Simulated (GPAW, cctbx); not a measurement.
## Bonding in Mg4SeS3 as X-rays see it

Question: by how much does bonding change the structure factors of Mg4SeS3?

The cell is our own: ordered zincblende alloy in the eight-atom cube, 1 of 4 S sites given to Se. All numbers below are calculated.

## 1. Find the equilibrium geometry

The density hangs on the geometry, so cell and atoms are relaxed first, with the symmetry held. The cutoff is set higher than for the density because stress converges slowly with plane waves.

Settings: GPAW 26.7.0, PBE, 650 eV, 4×4×4 k-points, Fermi–Dirac width 0.02 eV, BFGS to 0.02 eV/Å.

```text
cell
1.0
     5.775000000    0.000000000    0.000000000
     0.000000000    5.775000000    0.000000000
     0.000000000    0.000000000    5.775000000
Se Mg S
1 4 3
Direct
0.000000000 0.000000000 0.000000000
0.250000000 0.250000000 0.250000000
0.250000000 0.750000000 0.750000000
0.750000000 0.250000000 0.750000000
0.750000000 0.750000000 0.250000000
0.000000000 0.500000000 0.500000000
0.500000000 0.000000000 0.500000000
0.500000000 0.500000000 0.000000000
```

```console
$ OMP_NUM_THREADS=1 mpirun -n 4 gpaw python run.py > gpaw.log
```

```text
BFGS:    0      -33.226440        0.664622
BFGS:    1      -33.249715        0.561388
BFGS:    2      -33.310068        0.030719
BFGS:    3      -33.310284        0.021664
BFGS:    4      -33.310306        0.020630
BFGS:    5      -33.310406        0.012273
cell  5.7719 5.7719 5.7719  90.00 90.00 90.00
volume 192.288 A^3, largest force 0.004 eV/A, largest stress 0.08 GPa
```

After 5 steps the volume has changed by -0.2 % and the energy by -0.084 eV; the largest stress left is 0.08 GPa. It took 62 s on 4 cores of AMD EPYC 7B13 (Zen 3) (shared host), peak memory 1.1 GiB.

Relaxed structure: P-43m (no. 215), a = 5.7719 Å, b = 5.7719 Å, c = 5.7719 Å, α = 90.00°, β = 90.00°, γ = 90.00°.

```csv
atom,mult.,x,y,z
Se1,1,0,0,0
S1,3,0,1/2,1/2
Mg1,4,0.2565,0.2565,0.2565
```

## 2. Density and charge transfer

X-rays see the whole electron density, so the PAW density is rebuilt with its core regions. Subtracting spherical free atoms from the same code cancels the cores and leaves the deformation density Δρ, the part due to bonding.

Settings: PBE, 600 eV, 4×4×4 k-points, Fermi–Dirac width 0.02 eV; primitive cell of 8 atoms.

```console
$ OMP_NUM_THREADS=1 mpirun -n 4 gpaw python run.py > gpaw.log
```

```text
|iter:   1|       0s |  -34.747491 | +0.28 |       |
|iter:   2|       1s |  -34.451840 | -1.39 | -1.08 |
|iter:   3|       2s |  -33.274138 | -0.77 | -1.12 |
...
|iter:   8|       8s |  -33.304718c| -5.41 | -3.99 |
|iter:   9|       9s |  -33.304718c| -7.39 | -4.77c|
|iter:  10|      10s |  -33.304718c| -8.06c| -5.25c|
```

```text
grid (70, 70, 70)  electrons 130.000  moved by bonding 2.039 e
deformation density beyond 0.5 A of the nuclei: max 0.123, min -0.060 e/A^3
atom        x       y       z   Voronoi charge  moment
Se1    0.0000  0.0000  0.0000     -0.342       0.00
S 2    0.0000  0.5000  0.5000     -0.380       0.00
S 3    0.5000  0.0000  0.5000     -0.380       0.00
S 4    0.5000  0.5000  0.0000     -0.380       0.00
Mg5    0.2565  0.2565  0.2565      0.371       0.00
Mg6    0.2565  0.7435  0.7435      0.371       0.00
Mg7    0.7435  0.2565  0.7435      0.371       0.00
Mg8    0.7435  0.7435  0.2565      0.371       0.00
mean inner potential of superposed free atoms 10.632 V
total magnetic moment 0.000 muB
```

Deformation density in a plane through the shortest contact of the S atom at the origin, in 0.01 e/Å³ (clipped at ±99); x from -1.6 to 4.1 Å, y from 2.4 down to -2.4 Å:

```text
 -1   .   .   .  -5  -5  -3  -2  -1  -1  -1  -1  -1  -1  -1  -1
 -2   1   .   0  -5  -4  -2  -2  -1  -1  -1  -1  -1  -1  -1  -1
 -4  -4  -2  -1   0   0  -1  -1  -2  -2  -2  -2  -1  -1  -1  -1
 -3  -2   3   7   8   5   2   0  -2  -3  -4  -4  -3  -2  -1  -1
 -1   1   6  12  11   6   5   3  -1  -4  -6  -5  -4  -3  -2  -1
  0   1   3   3   .  -2   7   8   2  -3   1   .  -1  -5  -4  -2
  0   1   0  -6   .   .  10  11   4  -1   .   .   1  -6  -4  -3
  0   1   2   1   .  -5   6   8   2  -3   1   .  -1  -4  -3  -2
 -1   1   3   5   2   0   2   3  -1  -4  -4  -1   1   1   1   0
 -1   0   1   2   2   1   1   0  -1  -2   0   5   9   9   5   2
 -1  -1  -1   0   0   0   0  -1  -1  -1   2   7  11   9   4   5
 -1  -1  -1  -1  -1  -1  -1  -1  -1   0   1   2   0   .  -2   8
 -1  -1  -1  -1  -1  -1  -1  -1  -1   0   1   0   .   .   .  10
```

Atoms in or within 0.15 Å of the plane: S (0.0, 0.0), S (3.4, -2.3), Mg (2.5, 0.0), Mg (-0.9, 2.3) Å. Dots mark points within about 0.45 Å of a nucleus; large values next to them are atomic features.

S gains most (-0.38 e) and Mg loses most (+0.37 e), as electronegativity suggests. Such charges fall far short of formal ones, since overlapping free atoms already put density on their neighbours. Along the shortest contact from the S atom at the map's origin, S–Mg at 2.48 Å, Δρ is +0.08 e/Å³ at the midpoint and highest, +0.12, 0.87 Å from S (points within 0.5 Å of a nucleus left out): the build-up leans to one atom, as in a polar bond or on the flank of an anion. At the midpoints of other shortest contacts it is +0.08 (Se–Mg, 2.56 Å) e/Å³. Point values carry grid noise of about 0.01 e/Å³. The run needed 10 iterations, 19 s.

## 3. From the density to structure factors

The Fourier components of Δρ, added to those of the free atoms, give the static X-ray structure factors; the Mott–Bethe relation turns them into the Fourier components V of the potential that fast electrons feel.

```text
static structure factors of the conventional cell: F in electrons, V (Mott-Bethe) in volts
   h  k  l      d  |F| table  |F| free   |F| DFT   change   |V| free  |V| DFT  change %
   0  1  0  5.7719    15.683    15.668    15.707    0.039     0.293    0.262    -10.5
   0  1  1  4.0813    17.049    17.045    16.995   -0.050     0.411    0.431      4.9
   1  1  1  3.3324    76.902    76.982    77.898    0.915     4.765    4.542     -4.7
   0  2  0  2.8859    27.330    27.385    28.125    0.740     1.345    1.198    -10.9
   0  2  1  2.5813    17.378    17.378    17.320   -0.057     0.410    0.419      2.2
   1  2  1  2.3564    15.851    15.845    15.780   -0.065     0.341    0.350      2.5
   0  2  2  2.0407    87.625    87.592    87.419   -0.173     4.178    4.195      0.4
   1  2  2  1.9240    13.630    13.604    13.594   -0.010     0.216    0.217      0.4
   0  3  0  1.9240    18.813    18.771    18.756   -0.015     0.450    0.452      0.3
   0  3  1  1.8252    14.538    14.501    14.494   -0.008     0.259    0.259      0.2
   1  3  1  1.7403    59.617    59.581    59.153   -0.428     2.543    2.574      1.2
   2  2  2  1.6662    20.932    21.048    20.626   -0.422     0.889    0.919      3.4
   0  3  2  1.6008    10.492    10.457    10.447   -0.010     0.103    0.104      0.6
   1  3  2  1.5426    14.176    14.126    14.144    0.019     0.260    0.259     -0.4
```

The largest X-ray change is +0.92 e on 111, 1.2 % of |F|. For electrons V goes as (Z − F)/g², so a change of F counts against Z − F, which is small at low angle and wherever the atoms' terms cancel: |V| of 020 moves by -10.9 % (1.34 to 1.20 V) against +2.7 % in |F|. The last three rows still change by up to 0.42 e; the table stops while the angles are still low. The tabulated Hartree–Fock atoms differ from the free DFT atoms by up to 0.12 e, so the choice of reference atom matters too.

## 4. Answer

Bonding moves 2.04 e in the primitive cell of Mg4SeS3 and changes the structure factors of the conventional cell in the table above by at most 0.92 e (111, 1.2 %), and among reflections above 2 % of the strongest by up to 2.7 % (020). The shortest bond, S–Mg, has Δρ = +0.08 e/Å³ at its midpoint, on a slope that rises towards one atom. Limits: static density, frozen cores, no spin–orbit coupling.

[Outputs are excerpts: Python notices, other lines and further rows are left out; steps that failed or that the build refused (PBEsol, TPSS) are not shown.]

[Logs are printed without paths, hosts, clocks, repeated set-up lines and the standing remarks that a program may print on its own settings, such as how far it seeks lower states.]
